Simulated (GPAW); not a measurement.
# fcc Co13Ir3: moments or none

Aim: find out whether fcc Co13Ir3 carries moments when they start parallel, and what they gain.

Calculated with GPAW 26.7.0; PBE; plane waves with GPAW's PAW setups, scalar-relativistic.

**1. The structure**

The structure is tetragonal, space group P4/mmm (No. 123). Conventional cell: a = 7.199 Å, b = 7.199 Å, c = 3.599 Å, α = 90.00°, β = 90.00°, γ = 90.00°. Nearest to Ir lie 12 Co at 2.55 Å. Nearest to Co lie 4 Ir at 2.55 Å and 8 Co at 2.55 Å. Co has 10 Co at 2.55 Å and 2 Ir at 2.55 Å nearest. Nearest to Co lie 9 Co at 2.55 Å and 3 Ir at 2.55 Å. Ir has 12 Co at 2.55 Å nearest. Nearest to Co lie 12 Co at 2.55 Å. ordered model alloy on an ideal lattice, lattice constant by linear interpolation, atoms not relaxed. Farther neighbours are not listed.

The cell is a made-up one and need not be a known phase.

**2. Start 1: ferro ++++++++++++++++**

The parallel start comes first: it fits the smallest cell, keeps the most symmetry and shows whether parallel moments form.

The input, order1.py:

```python
import json
import numpy as np
from ase import Atoms
from ase.parallel import paropen, parprint
from gpaw import GPAW

atoms = Atoms(['Ir', 'Co', 'Co', 'Co', 'Ir', 'Co', 'Co', 'Co', 'Co', 'Co', 'Co', 'Co', 'Ir', 'Co', 'Co', 'Co'],
    cell=[[7.198625, 0.0, 0.0],
         [0.0, 7.198625, 0.0],
         [0.0, 0.0, 3.599312]],
    scaled_positions=[[0.0, 0.0, 0.0],
         [0.0, 0.25, 0.5],
         [0.25, 0.0, 0.5],
         [0.25, 0.25, 0.0],
         [0.0, 0.5, 0.0],
         [0.0, 0.75, 0.5],
         [0.25, 0.5, 0.5],
         [0.25, 0.75, 0.0],
         [0.5, 0.0, 0.0],
         [0.5, 0.25, 0.5],
         [0.75, 0.0, 0.5],
         [0.75, 0.25, 0.0],
         [0.5, 0.5, 0.0],
         [0.5, 0.75, 0.5],
         [0.75, 0.5, 0.5],
         [0.75, 0.75, 0.0]],
    pbc=True,
    magmoms=[0.3, 1.8, 1.8, 1.8, 0.3, 1.8, 1.8, 1.8, 1.8, 1.8, 1.8, 1.8, 0.3, 1.8, 1.8, 1.8])
atoms.calc = GPAW(mode={'name': 'pw', 'ecut': 450},
    xc='PBE',
    kpts={'size': (6, 6, 11), 'gamma': True},
    occupations={'name': 'fermi-dirac', 'width': 0.05},
    convergence={'density': 1e-05, 'energy': 1e-05},
    maxiter=200,
    mixer={'name': 'pulay', 'beta': 0.04, 'nmaxold': 8, 'weight': 100},
    symmetry={'tolerance': 1e-4},
    txt='order1.txt')
e = atoms.get_potential_energy(force_consistent=True)
res = {'free_energy': e, 'energy_sigma0': atoms.get_potential_energy(), 'fermi_energy': atoms.calc.get_fermi_level()}
res['moments'] = atoms.get_magnetic_moments().tolist()
res['total'] = atoms.get_magnetic_moment()
parprint('site moments (muB):', np.round(res['moments'], 3))
parprint(f"total moment: {res['total']:.3f} muB")
parprint(f'free energy: {e:.6f} eV')
atoms.calc.write('order1.gpw')
with paropen('results.json', 'w') as f:
    json.dump(res, f)
```

Command:

```sh
$ OMP_NUM_THREADS=1 mpirun -n 4 gpaw python order1.py > order1.log
```

Numbers of over 12 decimals in the logs are rounded to 6 here.

What it wrote:

```text
site moments (muB): [0.585 1.545 1.724 1.622 0.553 1.545 1.545 1.622 1.8   1.724 1.724 1.622
 0.585 1.724 1.545 1.622]
total moment: 22.415 muB
free energy: -132.665135 eV

--- order1.txt ---
Input parameters:
  mode=PW(ecut=450),
  convergence={'density': 1e-05, 'energy': 1e-05},
  kpts=MonkhorstPack(size=(6, 6, 11), gamma=True),
  maxiter=200,
  mixer=Pulay(name='pulay', nmaxold=8, beta=0.04, weight=100, sigma=0.015, g_ss=None),
  occupations=Occupations(name='fermi-dirac', width=0.05),
  symmetry=Symmetry(tolerance=0.0001),
  xc=XC(name='PBE')

Diagonalizing LCAO Hamiltonian
Converting LCAO to pw mode
     .-----------------.
    /|                 |
   / |                 |
  / Co       Co        |
 *   .--Co-------Co----.
 |Co/    CoCo    Co   /
 | Ir Co    Ir Co    /
 |/    Co      Co   /
 Ir-------Co-------*

Atoms  # Å, Bohr magnetons
|    | symbol |        x |        y |        z |    initial magnetic moments |
|----|--------|----------|----------|----------|-----------------------------|
|  0 |     Ir | 0.000000 | 0.000000 | 0.000000 | ( 0.0000,  0.0000,  0.3000) |
|  1 |     Co | 0.000000 | 1.799656 | 1.799656 | ( 0.0000,  0.0000,  1.8000) |
|  2 |     Co | 1.799656 | 0.000000 | 1.799656 | ( 0.0000,  0.0000,  1.8000) |
|  3 |     Co | 1.799656 | 1.799656 | 0.000000 | ( 0.0000,  0.0000,  1.8000) |
|  4 |     Ir | 0.000000 | 3.599312 | 0.000000 | ( 0.0000,  0.0000,  0.3000) |
|  5 |     Co | 0.000000 | 5.398969 | 1.799656 | ( 0.0000,  0.0000,  1.8000) |
|  6 |     Co | 1.799656 | 3.599312 | 1.799656 | ( 0.0000,  0.0000,  1.8000) |
|  7 |     Co | 1.799656 | 5.398969 | 0.000000 | ( 0.0000,  0.0000,  1.8000) |
|  8 |     Co | 3.599312 | 0.000000 | 0.000000 | ( 0.0000,  0.0000,  1.8000) |
|  9 |     Co | 3.599312 | 1.799656 | 1.799656 | ( 0.0000,  0.0000,  1.8000) |
| 10 |     Co | 5.398969 | 0.000000 | 1.799656 | ( 0.0000,  0.0000,  1.8000) |
| 11 |     Co | 5.398969 | 1.799656 | 0.000000 | ( 0.0000,  0.0000,  1.8000) |
| 12 |     Ir | 3.599312 | 3.599312 | 0.000000 | ( 0.0000,  0.0000,  0.3000) |
| 13 |     Co | 3.599312 | 5.398969 | 1.799656 | ( 0.0000,  0.0000,  1.8000) |
| 14 |     Co | 5.398969 | 3.599312 | 1.799656 | ( 0.0000,  0.0000,  1.8000) |
| 15 |     Co | 5.398969 | 5.398969 | 0.000000 | ( 0.0000,  0.0000,  1.8000) |

Unit cell  # Å
| periodic |        x |        y |        z |  lengths |    angles |
|----------|----------|----------|----------|----------|-----------|
|      yes | 7.198625 | 0.000000 | 0.000000 | 7.198625 | 90.000000 |
|      yes | 0.000000 | 7.198625 | 0.000000 | 7.198625 | 90.000000 |
|      yes | 0.000000 | 0.000000 | 3.599312 | 3.599312 | 90.000000 |

Number of symmetries: 8

BZ-sampling:
  Number of BZ points: 396
  Number of IBZ points: 96

  Monkhorst-Pack size: [6, 6, 11]
  Monkhorst-Pack shift: [0.083333, 0.083333, 0.0]

K-points  # in reciprocal-cell coordinates
|     |                                coordinates |     weight |
|-----|--------------------------------------------|------------|
|   0 | (  0.00000000,   0.00000000,   0.00000000) | 0.00252525 |
|   1 | (  0.00000000,   0.00000000,   0.09090909) | 0.00505051 |
|   2 | (  0.00000000,   0.00000000,   0.18181818) | 0.00505051 |
|   3 | (  0.00000000,   0.00000000,   0.27272727) | 0.00505051 |
|   4 | (  0.00000000,   0.00000000,   0.36363636) | 0.00505051 |
|   5 | (  0.00000000,   0.00000000,   0.45454545) | 0.00505051 |
|   6 | (  0.00000000,   0.16666667,   0.00000000) | 0.00505051 |
|   7 | (  0.00000000,   0.16666667,   0.09090909) | 0.01010101 |
|   8 | (  0.00000000,   0.16666667,   0.18181818) | 0.01010101 |
|   9 | (  0.00000000,   0.16666667,   0.27272727) | 0.01010101 |
| ... |                                            |            |
|  95 | (  0.50000000,   0.50000000,   0.45454545) | 0.00505051 |

Plane wave coefficients: 4085
Cutoff: 450.000000 eV

Spin-components: 2 (collinear spins)
Bands:           116
Projectors:      96
Spin-degeneracy: 1
Datatype:        complex128

Parallelization:
  kpt:    4
  domain: 1
  band:   1

Density:
  Valence electrons: 162.0
  Components: 2
  Grid points: [36 36 18]
  Charge: 0.0  # |e|

Potential:
  Grid points: [36 36 18]

species:
  Ir:
    name:    Iridium
    Z:       77.0
    valence: 15
    core:    62
    charge:  0.0  # [|e|]
    compensation charges:
      type: gauss
      rc: 0.40  # [Å]
      lmax: 2
    cutoffs:
      filter: 2.40  # [Å]
      core: 2.36  # [Å]
    projectors
    | kind |    occ | energy [eV] | rcut [Å] |
    |------|--------|-------------|----------|
    |   6s |  2.000 |      -6.307 |    1.296 |
    |   5p |  6.000 |     -54.741 |    1.328 |
    |   6p |  0.000 |      -1.224 |    1.328 |
    |   5d |  7.000 |      -7.169 |    1.286 |
    |    s |        |      20.905 |    1.296 |
    |    d |        |      20.043 |    1.286 |

    Using partial waves for Ir as LCAO basis

  Co:
    name:    Cobalt
    Z:       27.0
    valence: 9
    core:    18
    charge:  0.0  # [|e|]
    compensation charges:
      type: gauss
      rc: 0.32  # [Å]
      lmax: 2
    cutoffs:
      filter: 1.87  # [Å]
      core: 2.55  # [Å]
    projectors
    | kind |    occ | energy [eV] | rcut [Å] |
    |------|--------|-------------|----------|
    |   4s |  2.000 |      -5.469 |    1.005 |
    |   4p |  0.000 |      -1.277 |    1.058 |
    |   3d |  7.000 |      -8.205 |    1.005 |
    |    s |        |      21.742 |    1.005 |
    |    p |        |      25.934 |    1.058 |
    |    d |        |      19.007 |    1.005 |

    Using partial waves for Co as LCAO basis

Reference energy: -1946189.776781  # eV

eigensolver:
  PPCG
  Converge bands: occupied
  niter=2

density mixing:
  Pulay-Mixer
  Linear mixing parameters: 0.04
  Old densities: 8
  Fourier metric: weight=100, sigma=0.015

occupation numbers:
  Fermi-Dirac:
    width: 0.0500  # eV

poisson solver:
  ecut: 3600.000000  # eV

xc functional:
  name: PBE with 2 nearest neighbor stencil

convergence criteria:
- Maximum integral of absolute [dens]ity change: 1e-05 electrons / valence electron
- Maximum [total energy] change in last 3 cyles: 1e-05 eV / valence electron
- Maximum integral of absolute [eigenst]ate change: 4e-08 eV^2 / valence electron
maximum number of iterations: 200

SCF iterations
|iter     |      energy | eigst |  dens |  magmom |
|---------|-------------|-------|-------|---------|
|iter:   1|       0s | -133.514025 | +0.44 |       | +24.3332|
|iter:   2|      94s | -132.662968 | -1.09 | -1.06 | +24.0939|
|iter:   3|     180s | -132.334550 | -2.00 | -1.17 | +23.9434|
|iter:   4|     268s | -132.113223 | -2.54 | -1.28 | +23.7235|
|iter:   5|     358s | -132.025833 | -2.43 | -1.35 | +23.2480|
|iter:   6|     450s | -132.070526 | -2.89 | -1.48 | +23.0004|
|iter:   7|     544s | -132.204936 | -2.99 | -1.55 | +22.6976|
|iter:   8|     637s | -132.323895 | -3.11 | -1.61 | +22.3886|
|iter:   9|     725s | -132.461765 | -2.98 | -1.72 | +21.9952|
|iter:  10|     813s | -132.474440 | -3.50 | -1.83 | +21.8980|
[... 28 iterations left out ...]
|iter:  39|    3108s | -132.567488c| -7.52c| -4.29 | +22.4169|
|iter:  40|    3153s | -132.567487c| -7.80c| -4.46 | +22.4169|
|iter:  41|    3199s | -132.567488c| -8.17c| -4.60 | +22.4174|
|iter:  42|    3247s | -132.567488c| -8.50c| -4.63 | +22.4176|
|iter:  43|    3294s | -132.567488c| -8.05c| -4.66 | +22.4176|
|iter:  44|    3341s | -132.567487c| -8.49c| -4.74 | +22.4174|
|iter:  45|    3391s | -132.567487c| -8.86c| -4.78 | +22.4171|
|iter:  46|    3439s | -132.567485c| -8.82c| -4.83 | +22.4163|
|iter:  47|    3484s | -132.567482c| -8.69c| -4.97 | +22.4151|
|iter:  48|    3524s | -132.567481c| -9.14c| -5.33c| +22.4146|

Converged in 48 steps
Energy contributions relative to reference atoms: (reference = -1946189.776781)

Energy contributions:
  Kinetic:         126.985701
  Coulomb:        -107.477674
  Zero:              2.611718
  External:          0.000000
  Xc:             -154.589572
  Entropy:          -0.195307
  Spinorbit:         0.000000
  ----------------------------
  Free energy:    -132.665135
  Extrapolated:   -132.567481

dipole moment: (-91.237810, -84.525691, -87.881642)  # |e|*Ang

Total magnetic moment: (0.000000, 0.000000, 22.414552)

Local magnetic moments
|        x |        y |        z |
|----------|----------|----------|
| 0.000000 | 0.000000 | 0.585154 |  # Ir   0
| 0.000000 | 0.000000 | 1.544739 |  # Co   1
| 0.000000 | 0.000000 | 1.723501 |  # Co   2
| 0.000000 | 0.000000 | 1.621540 |  # Co   3
| 0.000000 | 0.000000 | 0.553089 |  # Ir   4
| 0.000000 | 0.000000 | 1.544739 |  # Co   5
| 0.000000 | 0.000000 | 1.544738 |  # Co   6
| 0.000000 | 0.000000 | 1.621540 |  # Co   7
| 0.000000 | 0.000000 | 1.800393 |  # Co   8
| 0.000000 | 0.000000 | 1.723501 |  # Co   9
| 0.000000 | 0.000000 | 1.723501 |  # Co  10
| 0.000000 | 0.000000 | 1.621540 |  # Co  11
| 0.000000 | 0.000000 | 0.585154 |  # Ir  12
| 0.000000 | 0.000000 | 1.723501 |  # Co  13
| 0.000000 | 0.000000 | 1.544738 |  # Co  14
| 0.000000 | 0.000000 | 1.621540 |  # Co  15

Fermi level: 11.341
Eigenvalues  # (at kpt = [0.000, 0.000, 0.000])
| band index |      eig [eV] | occ [0-1] |      eig [eV] | occ [0-1] |
|------------|---------------|-----------|---------------|-----------|
|          0 |       -38.009 |     1.000 |       -37.600 |     1.000 |
|        ... |               |           |               |           |
|         72 |         9.810 |     1.000 |        11.459 |     0.086 |
|         73 |         9.933 |     1.000 |        11.504 |     0.037 |
|         74 |         9.950 |     1.000 |        11.504 |     0.037 |
|         75 |        10.045 |     1.000 |        11.554 |     0.014 |
|         76 |        10.045 |     1.000 |        11.559 |     0.013 |
|         77 |        10.079 |     1.000 |        11.926 |     0.000 |
|         78 |        10.079 |     1.000 |        11.926 |     0.000 |
|         79 |        10.343 |     1.000 |        12.107 |     0.000 |
|         80 |        10.429 |     1.000 |        12.167 |     0.000 |
|         81 |        10.620 |     1.000 |        12.355 |     0.000 |
|         82 |        10.710 |     1.000 |        12.534 |     0.000 |
|         83 |        10.715 |     1.000 |        12.535 |     0.000 |
|         84 |        10.718 |     1.000 |        12.535 |     0.000 |
|         85 |        10.718 |     1.000 |        12.536 |     0.000 |
|         86 |        10.728 |     1.000 |        12.538 |     0.000 |
|        ... |               |           |               |           |
|        115 |        21.600 |     0.000 |        22.267 |     0.000 |

No gap
No difference between direct/indirect transitions
```

It took 61 min on 4 MPI ranks of Intel Xeon at 2.50GHz (Skylake/Cascade Lake), shared host; peak memory 2.6 GiB.

Spin moment in the augmentation sphere by atom:

| atom | spin moment in the augmentation sphere (μB) |
| --- | --- |
| Ir1 | 0.59 |
| Co2 | 1.54 |
| Co3 | 1.72 |
| Co4 | 1.62 |
| Ir5 | 0.55 |
| Co6 | 1.54 |
| Co7 | 1.54 |
| Co8 | 1.62 |
| Co9 | 1.80 |
| Co10 | 1.72 |
| Co11 | 1.72 |
| Co12 | 1.62 |
| Ir13 | 0.59 |
| Co14 | 1.72 |
| Co15 | 1.54 |
| Co16 | 1.62 |

This step gave:

- magnetization: 22.41 μB
- final state: ferromagnetic

After 48 cycles the largest moment stands at 1.80 μB.

(Part 1 of 2 ends here.)

[Logs and program files are shortened in this print: banners, set-up blocks, solver, clock and traceback lines can be left out without a mark of their own.]

[Logs are printed without paths, hosts, clocks, repeated set-up lines and the standing remarks that a program may print on its own settings, such as how far it seeks lower states.]

[Hosts, paths, dates, database ids (printed as entryN), source tags and the programs' standing remarks are cut or masked in the printed files.]

[Where a cell is said to come from a database of computed structures, the database is the Materials Project.]
